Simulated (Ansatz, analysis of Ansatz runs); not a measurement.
# monolayer P with Sb_P

We look for the structure, spin, formation energy and gap states of neutral Sb_P in monolayer P. Model: a cell of 48 host atoms with 1 P taken out and 1 Sb put in.

Main program and level: Ansatz 0.2.0; plane-wave PAW DFT, PBEsol and HSE06; supercells relaxed in a periodic cell with vacuum, the primitive cell and the final single points with the Coulomb interaction cut along the normal.

Report form: the programs' logs are mostly left out.

### Step 1. Set-up

The cell holds 48 atoms: 47 P and 1 Sb. Its edges and angles: a = 13.140 Å, b = 13.280 Å, c = 31.000 Å, α = 90.0°, β = 90.0°, γ = 90.0°. It derives from P (P monolayer (from Cmce)), repeated 4×3×1. Vacuum lies along c. Nearest the centre at fractional (0.500, 0.387, 0.466): Sb30 at 0.01 Å, P20 at 2.22 Å, P32 at 2.22 Å, P29 at 2.24 Å, P18 at 3.29 Å, P42 at 3.29 Å, P28 at 3.36 Å, P16 at 3.36 Å.

Coordinates:

```xyz
48
Lattice="13.1404 0.0000 0.0000 0.0000 13.2797 0.0000 0.0000 0.0000 31.0000" Properties=species:S:1:pos:R:3
P     0.0000   -0.0070   16.5583
P     0.0000    0.7213   14.4417
P     1.6426    2.9346   16.5583
P     1.6426    2.2062   14.4417
P     0.0000    4.4195   16.5583
P     0.0000    5.1479   14.4417
P     1.6426    7.3612   16.5583
P     1.6426    6.6328   14.4417
P     0.0000    8.8461   16.5583
P     0.0000    9.5744   14.4417
P     1.6426   11.7877   16.5583
P     1.6426   11.0594   14.4417
P     3.2851   -0.0070   16.5583
P     3.2851    0.7213   14.4417
P     4.9277    2.9346   16.5583
P     4.9277    2.2062   14.4417
P     3.2851    4.4195   16.5583
P     3.2851    5.1479   14.4417
P     4.9277    7.3612   16.5583
P     4.9277    6.6328   14.4417
P     3.2851    8.8461   16.5583
P     3.2851    9.5744   14.4417
P     4.9277   11.7877   16.5583
P     4.9277   11.0594   14.4417
P     6.5702   -0.0070   16.5583
P     6.5702    0.7213   14.4417
P     8.2128    2.9346   16.5583
P     8.2128    2.2062   14.4417
P     6.5702    4.4195   16.5583
Sb    6.5702    5.1479   14.4417
P     8.2128    7.3612   16.5583
P     8.2128    6.6328   14.4417
P     6.5702    8.8461   16.5583
P     6.5702    9.5744   14.4417
P     8.2128   11.7877   16.5583
P     8.2128   11.0594   14.4417
P     9.8553   -0.0070   16.5583
P     9.8553    0.7213   14.4417
P    11.4979    2.9346   16.5583
P    11.4979    2.2062   14.4417
P     9.8553    4.4195   16.5583
P     9.8553    5.1479   14.4417
P    11.4979    7.3612   16.5583
P    11.4979    6.6328   14.4417
P     9.8553    8.8461   16.5583
P     9.8553    9.5744   14.4417
P    11.4979   11.7877   16.5583
P    11.4979   11.0594   14.4417
```

The cell's shortest repeat is 13.1 Å.

### Step 2. The perfect sheet

One layer is cut from the bulk crystal and relaxed, atoms and in-plane cell, with the Coulomb interaction cut along the normal so that the layer doesn't feel its images.

Input file cell/input.yaml:

```yaml
crystal:
  lattice:
    - [3.3164, 0.0, 0.0]
    - [0.0, 4.3793, 0.0]
    - [0.0, 0.0, 26.130768]
  atoms:
    - { symbol: P, position: [0.0, 0.0, 0.5407712] }
    - { symbol: P, position: [0.0, 0.16136, 0.4592288] }
    - { symbol: P, position: [0.5, 0.66136, 0.5407712] }
    - { symbol: P, position: [0.5, 0.5, 0.4592288] }
  periodic: [true, true, false]
basis:
  ecutwfc: 420
  xc_grid: 2
hamiltonian:
  xc: pbesol
kpoints:
  mp_grid: { grid: [10, 8, 1] }
scf:
  occupations: { method: fermi_dirac, width: 0.02 }
  max_iter: 100
relax:
  f_tol: 0.005
  max_steps: 60
  cell: {}
output:
  forces: true
checkpoint:
  write: "../cell.run"
  compress: false
  write_wavefunctions: false
  write_every: 100000
```

Launch:

```sh
> ansatz run input.yaml --threads 4 --pin off --max-ram 9420MiB --backend cpu --events-out ev --progress --plain --runs-dir out
```

Elapsed: 14 s, on 4 threads of Arm Neoverse V2, shared host; peak memory 0.66 GiB.

The in-plane vectors went from 3.316 and 4.379 Å, as in the bulk, to 3.285 and 4.427 Å; the layer is 2.12 Å thick between its outer atoms.

### Step 3. Does the sheet stay flat and symmetric?

The defect-free supercell is relaxed from atoms displaced by 0.08 Å at random. A buckling or a charge-density wave of the sheet itself would otherwise be counted to the defect.

Input file pristine.relax/input.yaml:

```yaml
crystal:
  lattice:
    - [13.1404119007, 0.0, 0.0]
    - [0.0, 13.2796871632, 0.0]
    - [0.0, 0.0, 14.0]
  atoms:
    - { symbol: P, position: [0.0, -0.0005305297, 0.5755906197] }
    - { symbol: P, position: [0.0, 0.0543171963, 0.4244093803] }
    - { symbol: P, position: [0.125, 0.220983863, 0.5755906197] }
    - { symbol: P, position: [0.125, 0.166136137, 0.4244093803] }
[... 38 atom lines left out ...]
    - { symbol: P, position: [0.875, 0.5543171963, 0.5755906197] }
    - { symbol: P, position: [0.875, 0.4994694703, 0.4244093803] }
    - { symbol: P, position: [0.75, 0.666136137, 0.5755906197] }
    - { symbol: P, position: [0.75, 0.720983863, 0.4244093803] }
    - { symbol: P, position: [0.875, 0.8876505297, 0.5755906197] }
    - { symbol: P, position: [0.875, 0.8328028037, 0.4244093803] }
basis:
  ecutwfc: 420
  xc_grid: 2
hamiltonian:
  xc: pbesol
kpoints:
  mp_grid: { grid: [2, 2, 1] }
scf:
  occupations: { method: fermi_dirac, width: 0.01 }
  max_iter: 100
output:
  forces: true
relax:
  f_tol: 0.015
  max_steps: 100
  random_displacement: { amplitude: 0.08, seed: 6455 }
```

Elapsed: 85 s, on 4 threads; peak memory 7.9 GiB; 5.3 min of CPU time.

A first try of the k-points missed the dense mesh's energy by 36 meV an atom, so the mesh was refined. At a 2×2×1 Γ-centred mesh the symmetric supercell lies within 1 meV an atom of the primitive cell's dense mesh.

It returns to the energy of the symmetric cell, so the symmetric sheet is kept as the host.

### Step 4. Band edges against the vacuum level

With the interaction cut along the normal, the potential far from the sheet is the zero of energy, so band edges and defect states of different cells share one scale, as long as a cell has no dipole along the normal.

Input file host/input.yaml:

```yaml
crystal:
  lattice:
    - [3.2851029752, 0.0, 0.0]
    - [0.0, 4.4265623877, 0.0]
    - [0.0, 0.0, 31.0]
  atoms:
    - { symbol: P, position: [0.0, -0.001591589, 0.5341376992] }
    - { symbol: P, position: [0.0, 0.162951589, 0.4658623008] }
    - { symbol: P, position: [0.5, 0.662951589, 0.5341376992] }
    - { symbol: P, position: [0.5, 0.498408411, 0.4658623008] }
  periodic: [true, true, false]
basis:
  ecutwfc: 420
  xc_grid: 2
hamiltonian:
  xc: pbesol
kpoints:
  mp_grid: { grid: [8, 6, 1] }
  band_path: { path: [VBM, CBM], npoints: 1 }
scf:
  occupations: { method: fixed }
  max_iter: 100
output:
  forces: true
  eigenvalues: true
  write_potential: true
  volumetric_format: npy
```

Elapsed: 5.2 s, on 4 threads; peak memory 0.66 GiB.

The band edges were searched for over the zone, on the density of this mesh. The valence top lies 4.93 eV and the conduction bottom 4.25 eV below the vacuum level: a gap of 0.68 eV.

### Step 5. Relaxing the neutral defect

Atoms start from random displacements, so no symmetry is imposed. The relaxation runs in a plain periodic cell, 16 Å high against 31 Å with the cut-off, with 14 Å between the perfect sheet and its image; that is cheaper, but a defect with a dipole feels the field of its images there.

Input file q0.relax/input.yaml:

```yaml
crystal:
  lattice:
    - [13.1404119, 0.0, 0.0]
    - [0.0, 13.27968716, 0.0]
    - [0.0, 0.0, 16.0]
  atoms:
    - { symbol: P, position: [0.0, -0.00053053, 0.56614179] }
    - { symbol: P, position: [0.0, 0.0543172, 0.43385821] }
    - { symbol: P, position: [0.125, 0.22098386, 0.56614179] }
    - { symbol: P, position: [0.125, 0.16613614, 0.43385821] }
    - { symbol: P, position: [0.0, 0.3328028, 0.56614179] }
    - { symbol: P, position: [0.0, 0.38765053, 0.43385821] }
    - { symbol: P, position: [0.125, 0.5543172, 0.56614179] }
    - { symbol: P, position: [0.125, 0.49946947, 0.43385821] }
[... 36 atom lines left out ...]
    - { symbol: P, position: [0.75, 0.66613614, 0.56614179] }
    - { symbol: P, position: [0.75, 0.72098386, 0.43385821] }
    - { symbol: P, position: [0.875, 0.88765053, 0.56614179] }
    - { symbol: P, position: [0.875, 0.8328028, 0.43385821] }
basis:
  ecutwfc: 420
  xc_grid: 2
hamiltonian:
  xc: pbesol
kpoints:
  mp_grid: { grid: [2, 2, 1] }
scf:
  occupations: { method: fixed }
  max_iter: 100
output:
  forces: true
relax:
  f_tol: 0.02
  max_steps: 80
  random_displacement: { amplitude: 0.03, seed: 6405 }
```

It took 3.1 min on 4 threads; peak memory 5.4 GiB; 12 min of CPU time.

In the next tables energies count from the displaced start, and moves from the positions in the input.

Relaxation path:

| step | energy less that of the first step (eV) | largest force component (eV/Å) |
| --- | --- | --- |
| 1 | 0.0000 | 4.9370 |
| 2 | -1.9486 | 1.1155 |
| 3 | -2.1877 | 0.1735 |
| 4 | -2.2168 | 0.1423 |
| 5 | -2.1647 | 0.1509 |
| 6 | -2.2186 | 0.1213 |
| 7 | -2.2362 | 0.0229 |
| 8 | -2.2367 | 0.0103 |

Relaxation step 5 was tried and not accepted.

The atoms that moved most (Å, from the sites as typed, ahead of the random displacement, the mean shift of all atoms taken out):

| atom | dx | dy | dz | length |
| --- | --- | --- | --- | --- |
| Sb30 | 0.001 | -0.142 | -0.481 | 0.502 |
| P32 | 0.157 | 0.120 | -0.139 | 0.241 |
| P20 | -0.156 | 0.120 | -0.139 | 0.241 |
| P19 | -0.006 | -0.026 | -0.111 | 0.114 |
| P31 | 0.006 | -0.026 | -0.110 | 0.113 |
| P29 | 0.000 | -0.035 | -0.097 | 0.104 |
| P16 | -0.020 | -0.037 | 0.086 | 0.096 |
| P28 | 0.020 | -0.036 | 0.085 | 0.095 |

Neighbours of the ideal centre at the end:

| atom | distance (Å) |
| --- | --- |
| Sb30 | 0.494 |
| P29 | 2.161 |
| P20 | 2.420 |
| P32 | 2.420 |
| P42 | 3.335 |
| P18 | 3.336 |
| P28 | 3.404 |
| P31 | 3.404 |
| P19 | 3.405 |
| P16 | 3.405 |

With the common shift of the atoms taken out, the largest displacement is 0.50 Å, and the sheet with its defect is 0.54 Å thicker than the perfect one.

### Step 6. Energies and states on the vacuum scale

Single points with the cut-off give energies without the images along the normal, and levels against the vacuum; the images in the plane remain.

The cell differs from the one that the last finished run ended in (c 16.000 → 31.000 Å).

Input file q0.point.pbesol/input.yaml:

```yaml
crystal:
  lattice:
    - [13.1404119, 0.0, 0.0]
    - [0.0, 13.27968716, 0.0]
    - [0.0, 0.0, 31.0]
  atoms:
    - { symbol: P, position: [-2.041e-05, 0.00048802, 0.53610872] }
    - { symbol: P, position: [-2.667e-05, 0.05330191, 0.46755788] }
[... 15 atom lines left out ...]
    - { symbol: P, position: [0.24618866, 0.39017153, 0.46475648] }
[... 1 atom line left out ...]
    - { symbol: P, position: [0.36313643, 0.50862826, 0.46133541] }
[... 8 atom lines left out ...]
    - { symbol: P, position: [0.49997639, 0.33030056, 0.53096122] }
    - { symbol: Sb, position: [0.50006287, 0.37709601, 0.45030266] }
[... 1 atom line left out ...]
    - { symbol: P, position: [0.63690222, 0.50864688, 0.46135872] }
[... 9 atom lines left out ...]
    - { symbol: P, position: [0.7537927, 0.39025344, 0.46478891] }
[... 5 atom lines left out ...]
    - { symbol: P, position: [0.87581218, 0.83532939, 0.46747191] }
  periodic: [true, true, false]
basis:
  ecutwfc: 420
  xc_grid: 2
hamiltonian:
  xc: pbesol
kpoints:
  mp_grid: { grid: [2, 2, 1] }
scf:
  occupations: { method: fixed }
  max_iter: 100
output:
  forces: true
  eigenvalues: true
  eigenstates: { localisation: true }
  populations: true
  band_densities: [{ bands: [v1, v1] }, { bands: [c1, c1] }]
  write_density: true
  write_potential: true
  volumetric_format: npy
checkpoint:
  write: "../q0.point.pbesol.run"
  compress: false
  write_wavefunctions: false
  write_every: 100000
```

Wall time 2.4 min (4 threads); peak memory 7.3 GiB; 9.4 min of CPU time.

With the cut-off the largest force on the relaxed structure is 0.012 eV/Å, so the structure stays at rest.

States next to the filling edge at the first k-point, on the run's own zero (eigenstates.tsv). The participation number counts the atoms that a state is spread over, of 48; bands count from 0.

| spin | band | energy (eV) | occupation | participation | largest share on | share |
| --- | --- | --- | --- | --- | --- | --- |
| both | 119 | -6.143 | 2.00 | 17.9 | P20 | 0.12 |
| both | 120 | -5.375 | 2.00 | 34.8 | Sb30 | 0.05 |
| both | 121 | -5.354 | 2.00 | 34.4 | P22 | 0.04 |
| both | 122 | -5.126 | 2.00 | 34.3 | P20 | 0.04 |
| both | 123 | -5.082 | 2.00 | 34.6 | P9 | 0.05 |
| both | 124 | -4.898 | 2.00 | 45.8 | P2 | 0.03 |
| both | 125 | -4.245 | 0.00 | 47.3 | Sb30 | 0.03 |
| both | 126 | -3.783 | 0.00 | 32.9 | Sb30 | 0.09 |
| both | 127 | -3.745 | 0.00 | 43.6 | P8 | 0.03 |
| both | 128 | -3.686 | 0.00 | 43.5 | P28 | 0.03 |
| both | 129 | -3.677 | 0.00 | 35.9 | P10 | 0.05 |

Under PBEsol at the first k-point of a 2×2×1 Γ-centred mesh, the highest filled state is spread over 46 of 48 atoms, and the lowest empty one, 0.65 eV above it, is spread over 47 of 48 atoms.

Valence electrons by atom (Löwdin), nearest atoms first, with the excess over far atoms of the same element, which can also hold differences between inequivalent host sites (the log counts sites from 0):

| atom | distance from the centre (Å) | electrons | excess |
| --- | --- | --- | --- |
| Sb30 | 0.49 | 14.613 | - |
| P29 | 2.16 | 5.014 | 0.105 |
| P20 | 2.42 | 5.021 | 0.112 |
| P32 | 2.42 | 5.021 | 0.112 |
| P42 | 3.34 | 4.921 | 0.012 |
| P18 | 3.34 | 4.922 | 0.013 |
| P28 | 3.40 | 4.920 | 0.011 |
| P31 | 3.40 | 4.902 | -0.007 |

Smooth density of the highest filled band in the cb plane at fractional x = 0.500, through the centre, with atoms of P and Sb within 0.45 Å of it.

Values in units of 1e-2 Å⁻³, 13 rows by 16 columns, each cell a mean:
```
0.0 0.0 0.0 0.0 0.0 0.0 0.0 0.2 0.3 0.2 0.1 0.1 0.0 0.0 0.0 0.0
0.0 0.0 0.0 0.0 0.0 0.0 0.0 0.0 0.0 0.0 0.1 0.1 0.0 0.0 0.0 0.0
0.0 0.0 0.0 0.0 0.0 0.0 0.1 0.2 0.4 0.2 0.0 0.0 0.0 0.0 0.0 0.0
0.0 0.0 0.0 0.0 0.0 0.0 0.4 1.9 1.0 0.9 0.2 0.2 0.0 0.0 0.0 0.0
0.0 0.0 0.0 0.0 0.0 0.0 0.1 0.7 0.2 0.3 0.5 0.3 0.0 0.0 0.0 0.0
0.0 0.0 0.0 0.0 0.0 0.0 0.0 0.0 0.0 0.0 0.1 0.0 0.0 0.0 0.0 0.0
0.0 0.0 0.0 0.0 0.0 0.0 0.0 0.2 0.3 0.0 0.1 0.0 0.0 0.0 0.0 0.0
0.0 0.0 0.0 0.0 0.0 0.0 0.2 0.4 0.2 0.1 0.4 0.2 0.0 0.0 0.0 0.0
0.0 0.0 0.0 0.0 0.0 0.0 0.2 0.4 1.1 2.1 1.6 1.0 0.0 0.0 0.0 0.0
0.0 0.0 0.0 0.0 0.0 0.0 0.0 0.2 0.5 1.1 0.3 0.3 0.0 0.0 0.0 0.0
0.0 0.0 0.0 0.0 0.0 0.0 0.0 0.1 0.1 0.1 0.1 0.0 0.0 0.0 0.0 0.0
0.0 0.0 0.0 0.0 0.0 0.0 0.0 0.2 0.3 0.1 0.1 0.0 0.0 0.0 0.0 0.0
0.0 0.0 0.0 0.0 0.0 0.0 0.1 0.5 0.8 0.4 0.2 0.1 0.0 0.0 0.0 0.0
```
Columns run along c (16.0 Å, from fractional 0.21 to 0.72 of the cell), rows up along b (13.3 Å). Atoms in or near the plane, at fractional coordinates: P at (0.54, 0.00), P at (0.47, 0.05), P at (0.53, 0.33), Sb at (0.45, 0.38), P at (0.53, 0.66), P at (0.47, 0.72).

Smooth density of the lowest empty band in the cb plane at fractional x = 0.500, through the centre, with atoms of P and Sb within 0.45 Å of it.

Ten steps, logarithmic in the rise over the least value, from '0' (-0.12 × 1e-3 Å⁻³) to '9' (9.60 × 1e-3 Å⁻³), each cell a mean:
```
11111111111112222222478746885999764322211111
11111111111112222222356534763788754322211111
11111111111112222332235532453356543322111111
11111111111122233455424442343223333222111111
11111111111122234567752542344322222222111111
11111111111122234678983663466422222221111111
11111111111122234567865764787433332222111111
11111111111122223343478855875676543222111111
11111111111112222222578636866998654322111111
11111111111122222212456425654787654322111111
11111111111122233322345423442566543322111111
11111111111222344554234422442234433222111111
11111111111223456777524422443223332222111111
11111111111223457887504533664223333222111111
11111111111223456777995636886455543222111111
11111111111223345655898748986898654322111111
11111111111222333324688747976998754322211111
11111111111122222223577535764787654322211111
11111111111122223322345533553355543322111111
11111111111122233455423442344223332222111111
11111111111122234567762442244321222222111111
11111111111122234678984663466422222222111111
11111111111122234567874663787434433222111111
11111111111112223344368865885787654322111111
```
Columns run along c (16.0 Å, from fractional 0.21 to 0.72 of the cell), rows up along b (13.3 Å). Atoms in or near the plane, at fractional coordinates: P at (0.54, 0.00), P at (0.47, 0.05), P at (0.53, 0.33), Sb at (0.45, 0.38), P at (0.53, 0.66), P at (0.47, 0.72).

Valence density in the cb plane at fractional x = 0.500, through the centre, with atoms of P and Sb within 0.45 Å of it. It is the smooth field of the valence electrons, not physical close to the nuclei.

Ten steps, logarithmic in the rise over the least value, from '0' (0 e/Å³) to '9' (15 e/Å³), each cell a mean:
```
00000000000000000001122222322331000000000000
00000000000000000000000011233211000000000000
00000000000000000000000000111100000000000000
00000000000000000000011110000000000000000000
00000000000000000001122211000000000000000000
00000000000000000002333322111100000000000000
00000000000000000012321333333321000000000000
00000000000000000012333333322331000000000000
00000000000000000001122223322321000000000000
00000000000000000000000011233210000000000000
00000000000000000000000001111100000000000000
00000000000000000000011000000000000000000000
00000000000000000011221100000000000000000000
00000000000000000124554211111100000000000000
00000000000000000137997422333321000000000000
00000000000000000136886333322331000000000000
00000000000000000112332223322321000000000000
00000000000000000001111111233210000000000000
00000000000000000000000001111100000000000000
00000000000000000000011110000000000000000000
00000000000000000000122211000000000000000000
00000000000000000001233322111110000000000000
00000000000000000012321233333321000000000000
00000000000000000002333333322332000000000000
```
Columns run along c (16.0 Å, from fractional 0.21 to 0.72 of the cell), rows up along b (13.3 Å). Atoms in or near the plane, at fractional coordinates: P at (0.54, 0.00), P at (0.47, 0.05), P at (0.53, 0.33), Sb at (0.45, 0.38), P at (0.53, 0.66), P at (0.47, 0.72).

Formation energy from total energies, with P (black phosphorus) and Sb (A7 rhombohedral) as references:

| total moment (μB) | formation energy (eV) |
| --- | --- |
| 0 | 0.47 |

### Step 7. The same structures under HSE06

HSE06 on the structures relaxed with PBEsol shows how much of the energy belongs to the functional at a fixed structure; lattice and atoms are not at rest under it. Exact exchange opens the gap and binds carriers more tightly; the cell is sampled at its zone centre alone, to afford it.

q0.point.hse06/input.yaml, as its differences from q0.point.pbesol/input.yaml of step 6:

```diff
@@ -26,5 +26,5 @@
 hamiltonian:
-  xc: pbesol
+  xc: hse06
 kpoints:
-  mp_grid: { grid: [2, 2, 1] }
+  mp_grid: { grid: [1, 1, 1] }
 scf:
@@ -35,10 +35,4 @@
   eigenvalues: true
-  eigenstates: { localisation: true }
-  populations: true
-  band_densities: [{ bands: [v1, v1] }, { bands: [c1, c1] }]
-  write_density: true
-  write_potential: true
-  volumetric_format: npy
 checkpoint:
-  write: "../q0.point.pbesol.run"
+  write: "../q0.point.hse06.run"
   compress: false
```

The job ended after 4.4 min (4 threads; peak memory 7.7 GiB; 17 min of CPU time).

Formation energy from total energies, with P (black phosphorus) and Sb (A7 rhombohedral) as references:

| total moment (μB) | formation energy (eV) |
| --- | --- |
| 0 | 0.54 |

Against PBEsol the formation energy goes from 0.47 to 0.54 eV; the hybrid's k-points are coarser too.

### Step 8. Outcome

| Property | Result |
| --- | --- |
| valence top of the perfect sheet below vacuum | 4.93 eV |
| gap of the perfect sheet (PBEsol) | 0.68 eV |
| largest displacement, common shift taken out | 0.50 Å |
| atoms nearest to the centre | Sb 0.49, P 2.16, P 2.42, P 2.42, P 3.34, P 3.34 Å |
| formation energy, elements as references (PBEsol) | 0.47 eV |
| formation energy, elements as references (HSE06) | 0.54 eV |
| moment of the lowest state among those obtained | 0 μB |

**Reading.** Under PBEsol the neutral defect costs 0.47 eV against the perfect sheet and the elements' reference phases, without spin polarisation, the only state obtained. Across PBEsol and HSE06 the formation energy spans 0.08 eV on one structure. Keep in mind: the images lie 13.1 Å apart in the plane; Kohn–Sham levels are not transition levels, and excitons, strong in sheets, are left out; spin–orbit coupling, which matters for the heavy atoms here, is left out; a free-standing sheet, no substrate.

[Logs are printed without paths, hosts, clocks, repeated set-up lines and the standing remarks that a program may print on its own settings, such as how far it seeks lower states.]

[Hosts, paths, dates, database ids (printed as entryN), source tags and the programs' standing remarks are cut or masked in the printed files.]

[Maps of the electrostatic potential energy from Ansatz leave out the sawtooth potential of an applied field or a dipole correction, so their vacuum need not be flat.]
